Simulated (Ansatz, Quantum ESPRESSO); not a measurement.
# MgS (F-43m): Raman and infrared activity

Wanted: vibrational spectra of MgS (F-43m) from linear and non-linear response.

Program: Quantum ESPRESSO 8.0 development, patched. Level of theory: DFT LDA, scalar-relativistic, plane waves, PseudoDojo norm-conserving pseudopotentials. Results are calculated unless marked as measured.

**1. The starting structure**

Symmetry: F-43m, No. 216, cubic system. Conventional cell: a = 5.666 Å, b = 5.666 Å, c = 5.666 Å, α = 90.00°, β = 90.00°, γ = 90.00°. Mg has 4 S at 2.45 Å nearest. S has 4 Mg at 2.45 Å nearest. Farther neighbours and most contacts between anions are not listed.

**2. A first look**

A cheap run with smearing and empty bands tells whether the crystal has a gap, which decides between fixed occupations and smearing later on.

Input file probe.in:

```
&CONTROL
  calculation = 'scf'
  prefix      = 'x'
  outdir      = './tmp'
  pseudo_dir  = './pseudo'
  tprnfor     = .true.
  tstress     = .true.
  verbosity   = 'high'
/
&SYSTEM
  ibrav       = 2
  celldm(1)   = 10.70764195
  nat         = 2
  ntyp        = 2
  ecutwfc     = 84.0
  occupations = 'smearing'
  smearing    = 'gaussian'
  degauss     = 0.01
/
&ELECTRONS
  conv_thr         = 1.0d-07
  mixing_beta      = 0.7
  electron_maxstep = 100
/
ATOMIC_SPECIES
 Mg     24.3050  Mg.upf
 S      32.0600  S.upf
ATOMIC_POSITIONS crystal
 Mg     0.000000000   0.000000000   0.000000000
 S      0.750000000   0.750000000   0.750000000
K_POINTS automatic
 6 6 6 0 0 0
```

Run with:

```sh
> OMP_NUM_THREADS=1 mpirun -n 2 pw.x -nk 2 -in probe.in > probe.out
```

What it wrote:

```text
[banners, grids, parts of the stress and lines that vanish by symmetry left out]
Program PWSCF v.8.0dev
     bravais-lattice index     =            2
     lattice parameter (alat)  =      10.7076  a.u.
[...]
kinetic-energy cutoff     =      84.0000  Ry
     charge density cutoff     =     336.0000  Ry
     scf convergence threshold =      1.0E-07
[...]
Exchange-correlation= SLA-PW-NOGX-NOGC
                           (   1   4   0   0   0   0   0)
[...]
24 Sym. Ops. (no inversion) found
[...]
(     0          1          0      )
                  (     0          0          1      )
[...]
(  0.0000000  1.0000000  0.0000000 )
                  (  0.0000000  0.0000000  1.0000000 )
[...]
(     1          0         -1      )
                  (     0          0         -1      )
[...]
(  0.0000000  1.0000000  0.0000000 )
[...]
(    -1          0          1      )
                  (    -1          0          0      )
[...]
(  0.0000000  0.0000000  1.0000000 )
                  (  0.0000000 -1.0000000  0.0000000 )
[...]
number of k points=    16  Gaussian smearing, width (Ry)=  0.0100
[...]
End of self-consistent calculation
[...]
the Fermi energy is     5.2696 ev
!    total energy              =    -140.88528789 Ry
[...]
convergence has been achieved in   7 iterations
[...]
atom    1 type  1   force =    -0.00000000   -0.00000000    0.00000000
     atom    2 type  2   force =    -0.00000000   -0.00000000    0.00000000
[...]
Total force =     0.000000     Total SCF correction =     0.000000
[...]
total   stress  (Ry/bohr**3)                   (kbar)     P=      -21.28
[...]
XML data file, charge density, pseudopotentials, collected wavefunctions

   JOB DONE.
```

Wall time 5.4 s (2 MPI ranks of Intel Xeon Platinum 8375C at 2.90GHz (Ice Lake), shared host); 10 s of CPU time.

Numbers from this step:

```yaml
volume_per_atom: 22.74 Å³
pressure: -2.128 GPa
gap_on_the_k_mesh: 3.165 eV
```

A gap of 3.2 eV opens on this mesh, so the crystal is taken as an insulator; the start stands at -2.1 GPa.

**3. Relaxing the cell and atoms**

The relaxation runs at a cutoff a fifth above that of the response, since stress converges more slowly with the basis than frequencies do. Forces and stress are brought to rest with tight thresholds.

Input file relax.in:

```
&CONTROL
  calculation   = 'vc-relax'
  prefix        = 'x'
  outdir        = './tmp'
  pseudo_dir    = './pseudo'
  tprnfor       = .true.
  tstress       = .true.
  forc_conv_thr = 2.0d-05
  etot_conv_thr = 1.0d-07
  nstep         = 40
/
&SYSTEM
  ibrav       = 2
  celldm(1)   = 10.70764195
  nat         = 2
  ntyp        = 2
  ecutwfc     = 101
  occupations = 'fixed'
  nbnd        = 10
/
&ELECTRONS
  conv_thr         = 1.0d-11
  mixing_beta      = 0.7
  electron_maxstep = 100
/
&IONS
/
&CELL
  press_conv_thr = 0.2
/
ATOMIC_SPECIES
 Mg     24.3050  Mg.upf
 S      32.0600  S.upf
ATOMIC_POSITIONS crystal
 Mg     0.000000000   0.000000000   0.000000000
 S      0.750000000   0.750000000   0.750000000
K_POINTS automatic
 6 6 6 0 0 0
```

Run with:

```sh
> OMP_NUM_THREADS=1 mpirun -n 2 pw.x -nk 2 -in relax.in > relax.out
```

What it wrote:

```text
[banners, grids, parts of the stress and lines that vanish by symmetry left out]
[banner, memory and clock lines left out]
Program PWSCF v.8.0dev

[...]
kinetic-energy cutoff     =     101.0000  Ry
     charge density cutoff     =     404.0000  Ry
     scf convergence threshold =      1.0E-11
[...]
energy convergence thresh.=      1.0E-07
     force convergence thresh. =      2.0E-05
     press convergence thresh. =      2.0E-01
     Exchange-correlation= SLA-PW-NOGX-NOGC
                           (   1   4   0   0   0   0   0)
[...]
24 Sym. Ops. (no inversion) found
[...]
number of k points=    16
[...]
End of self-consistent calculation
[...]
highest occupied, lowest unoccupied level (ev):     2.8899    6.0556
!    total energy              =    -140.88532172 Ry
[...]
convergence has been achieved in  10 iterations
[...]
atom    1 type  1   force =     0.00000000    0.00000000    0.00000000
     atom    2 type  2   force =     0.00000000    0.00000000    0.00000000
     Total force =     0.000000     Total SCF correction =     0.000000
[...]
total   stress  (Ry/bohr**3)                   (kbar)     P=      -21.17
[...]
number of bfgs steps    =   0
[...]
CELL_PARAMETERS (alat= 10.70764195)
[...]
ATOMIC_POSITIONS (crystal)
Mg               0.0000000000        0.0000000000        0.0000000000
S                0.7500000000        0.7500000000        0.7500000000
[...]
New effective cutoffs (rho, wfc):  406.47  101.69
[...]
End of self-consistent calculation
[...]
highest occupied, lowest unoccupied level (ev):     2.9797    6.1986
!    total energy              =    -140.88573212 Ry
[...]
convergence has been achieved in   6 iterations
[...]
atom    1 type  1   force =     0.00000000    0.00000000    0.00000000
     atom    2 type  2   force =     0.00000000    0.00000000    0.00000000
     Total force =     0.000000     Total SCF correction =     0.000000
[...]
total   stress  (Ry/bohr**3)                   (kbar)     P=      -15.35
[...]
number of bfgs steps    =   1
[...]
CELL_PARAMETERS (alat= 10.70764195)
[...]
ATOMIC_POSITIONS (crystal)
Mg               0.0000000000        0.0000000000        0.0000000000
S                0.7500000000        0.7500000000        0.7500000000
[...]
New effective cutoffs (rho, wfc):  410.91  102.80
[...]
End of self-consistent calculation
[...]
highest occupied, lowest unoccupied level (ev):     3.1171    6.4170
!    total energy              =    -140.88609125 Ry
[...]
convergence has been achieved in   7 iterations
[...]
atom    1 type  1   force =     0.00000000   -0.00000000    0.00000000
     atom    2 type  2   force =     0.00000000    0.00000000   -0.00000000
     Total force =     0.000000     Total SCF correction =     0.000000
[...]
total   stress  (Ry/bohr**3)                   (kbar)     P=       -6.05
[...]
number of bfgs steps    =   2
[...]
CELL_PARAMETERS (alat= 10.70764195)
[...]
ATOMIC_POSITIONS (crystal)
[...]
New effective cutoffs (rho, wfc):  413.79  103.52
[...]
End of self-consistent calculation
[...]
highest occupied, lowest unoccupied level (ev):     3.2067    6.5593
!    total energy              =    -140.88615318 Ry
[...]
convergence has been achieved in   7 iterations
[...]
atom    1 type  1   force =     0.00000000    0.00000000    0.00000000
     atom    2 type  2   force =     0.00000000    0.00000000    0.00000000
     Total force =     0.000000     Total SCF correction =     0.000000
[...]
total   stress  (Ry/bohr**3)                   (kbar)     P=        0.26
[...]
number of bfgs steps    =   3
[...]
CELL_PARAMETERS (alat= 10.70764195)
[...]
ATOMIC_POSITIONS (crystal)
[...]
New effective cutoffs (rho, wfc):  413.67  103.49
[...]
End of self-consistent calculation
[...]
highest occupied, lowest unoccupied level (ev):     3.2030    6.5535
!    total energy              =    -140.88615329 Ry
[...]
convergence has been achieved in   5 iterations
[...]
atom    1 type  1   force =     0.00000000    0.00000000    0.00000000
     atom    2 type  2   force =     0.00000000    0.00000000    0.00000000
     Total force =     0.000000     Total SCF correction =     0.000000
[...]
total   stress  (Ry/bohr**3)                   (kbar)     P=       -0.00
[...]
number of bfgs steps    =   4
[...]
small trust_radius: resetting bfgs history
[...]
CELL_PARAMETERS (alat= 10.70764195)
[...]
ATOMIC_POSITIONS (crystal)
[...]
New effective cutoffs (rho, wfc):  413.67  103.49
[...]
End of self-consistent calculation
[...]
highest occupied, lowest unoccupied level (ev):     3.2031    6.5536
!    total energy              =    -140.88615329 Ry
[...]
convergence has been achieved in   2 iterations
[...]
atom    1 type  1   force =     0.00000000   -0.00000000    0.00000000
     atom    2 type  2   force =     0.00000000    0.00000000    0.00000000
     Total force =     0.000000     Total SCF correction =     0.000000
[...]
total   stress  (Ry/bohr**3)                   (kbar)     P=       -0.00
[...]
bfgs converged in   6 scf cycles and   5 bfgs steps
[...]
End of BFGS Geometry Optimization
     Final enthalpy           =    -140.8861532904 Ry
     File ./tmp/x.bfgs deleted, as requested
[...]
CELL_PARAMETERS (alat= 10.70764195)
[...]
ATOMIC_POSITIONS (crystal)
Mg               0.0000000000        0.0000000000       -0.0000000000
S                0.7500000000        0.7500000000        0.7500000000
[...]
Final scf calculation at the relaxed structure.
[...]
kinetic-energy cutoff     =     101.0000  Ry
     charge density cutoff     =     404.0000  Ry
     scf convergence threshold =      1.0E-13
[...]
press convergence thresh. =      2.0E-01
     Exchange-correlation= SLA-PW-NOGX-NOGC
                           (   1   4   0   0   0   0   0)
[...]
24 Sym. Ops. (no inversion) found
[...]
number of k points=    16
[...]
End of self-consistent calculation
[...]
highest occupied, lowest unoccupied level (ev):     3.2031    6.5536
!    total energy              =    -140.88615138 Ry
[...]
convergence has been achieved in  12 iterations
[...]
atom    1 type  1   force =     0.00000000    0.00000000    0.00000000
     atom    2 type  2   force =     0.00000000    0.00000000    0.00000000
     Total force =     0.000000     Total SCF correction =     0.000000
[...]
total   stress  (Ry/bohr**3)                   (kbar)     P=       -0.02
[...]
XML data file, charge density, pseudopotentials, collected wavefunctions
```

Run time: 31 s. Hardware: 2 MPI ranks; 62 s of CPU time.

The steps of the relaxation:

| step | energy less that of the first step (eV) | largest force (eV/Å) | pressure (GPa) | volume (Å³) |
| --- | --- | --- | --- | --- |
| 1 | 0.0000 | 0.0000 | -2.12 | 45.48 |
| 2 | -0.0056 | 0.0000 | -1.53 | 44.99 |
| 3 | -0.0105 | 0.0000 | -0.60 | 44.26 |
| 4 | -0.0113 | 0.0000 | 0.03 | 43.80 |
| 5 | -0.0113 | 0.0000 | 0.00 | 43.82 |
| 6 | -0.0113 | 0.0000 | 0.00 | 43.82 |
| 7 | -0.0113 | 0.0000 | 0.00 | 43.82 |

| conventional cell, symmetrised | before | after | change |
| --- | --- | --- | --- |
| a (Å) | 5.666 | 5.596 | -1.2 % |
| b (Å) | 5.666 | 5.596 | -1.2 % |
| c (Å) | 5.666 | 5.596 | -1.2 % |
| volume (Å³/atom) | 22.74 | 21.91 | -3.6 % |

Final coordinates:

```
Mg S
1.0
    -2.79824    0.00000    2.79824
     0.00000    2.79824    2.79824
    -2.79824    2.79824    0.00000
Mg S
1 1
Cartesian
  0.0000 0.0000 0.0000
  -4.1974 4.1974 4.1974
```

The last row of the table of steps is pw.x's closing run on a basis chosen anew for the final cell, so its energy can jump.

This step gave:

| Property | Result |
| --- | --- |
| volume per atom | 21.91 Å³ |
| pressure | -0.002 GPa |
| gap on the k-mesh | 3.351 eV |

The volume changes by -3.6 % from the cell with which this run began.

**4. Ground state**

The response is built on this ground state, so it is converged far tighter than an energy would need. With a gap, occupations are fixed, which also allows the response to an electric field.

Input file scf.in:

```
&CONTROL
  calculation = 'scf'
  prefix      = 'x'
  outdir      = './tmp'
  pseudo_dir  = './pseudo'
  tprnfor     = .true.
  tstress     = .true.
/
&SYSTEM
  ibrav       = 2
  celldm(1)   = 10.57582362
  nat         = 2
  ntyp        = 2
  ecutwfc     = 84.0
  occupations = 'fixed'
  nbnd        = 10
/
&ELECTRONS
  conv_thr         = 1.0d-12
  mixing_beta      = 0.7
  electron_maxstep = 100
/
ATOMIC_SPECIES
 Mg     24.3050  Mg.upf
 S      32.0600  S.upf
ATOMIC_POSITIONS crystal
 Mg     0.000000000   0.000000000   0.000000000
 S      0.750000000   0.750000000   0.750000000
K_POINTS automatic
 8 8 8 0 0 0
```

Run with:

```sh
> OMP_NUM_THREADS=1 mpirun -n 2 pw.x -nk 2 -in scf.in > scf.out
```

What it wrote:

```text
[banners, grids, parts of the stress and lines that vanish by symmetry left out]
[banner, memory and clock lines left out]
Program PWSCF v.8.0dev

[...]
kinetic-energy cutoff     =      84.0000  Ry
     charge density cutoff     =     336.0000  Ry
     scf convergence threshold =      1.0E-12
[...]
Exchange-correlation= SLA-PW-NOGX-NOGC
                           (   1   4   0   0   0   0   0)
[...]
24 Sym. Ops. (no inversion) found
[...]
number of k points=    29
[...]
End of self-consistent calculation
[...]
highest occupied, lowest unoccupied level (ev):     3.2023    6.5533
!    total energy              =    -140.88616694 Ry
[...]
convergence has been achieved in  11 iterations
[...]
atom    1 type  1   force =     0.00000000    0.00000000    0.00000000
     atom    2 type  2   force =    -0.00000000    0.00000000   -0.00000000
     Total force =     0.000000     Total SCF correction =     0.000000
[...]
total   stress  (Ry/bohr**3)                   (kbar)     P=       -0.18
[...]
XML data file, charge density, pseudopotentials, collected wavefunctions
```

Elapsed: 10 s, on 2 MPI ranks; 20 s of CPU time.

Read from the output:

* pressure: -0.018 GPa

The cell stands at -0.018 GPa, close enough for phonons.

[end of part 1 of 3]

[Host names and launcher messages were left out of these logs when they were recorded.]

[Logs are printed without paths, hosts, clocks, repeated set-up lines and the standing remarks that a program may print on its own settings, such as how far it seeks lower states.]

[Hosts, paths, dates, database ids (printed as entryN), source tags and the programs' standing remarks are cut or masked in the printed files.]
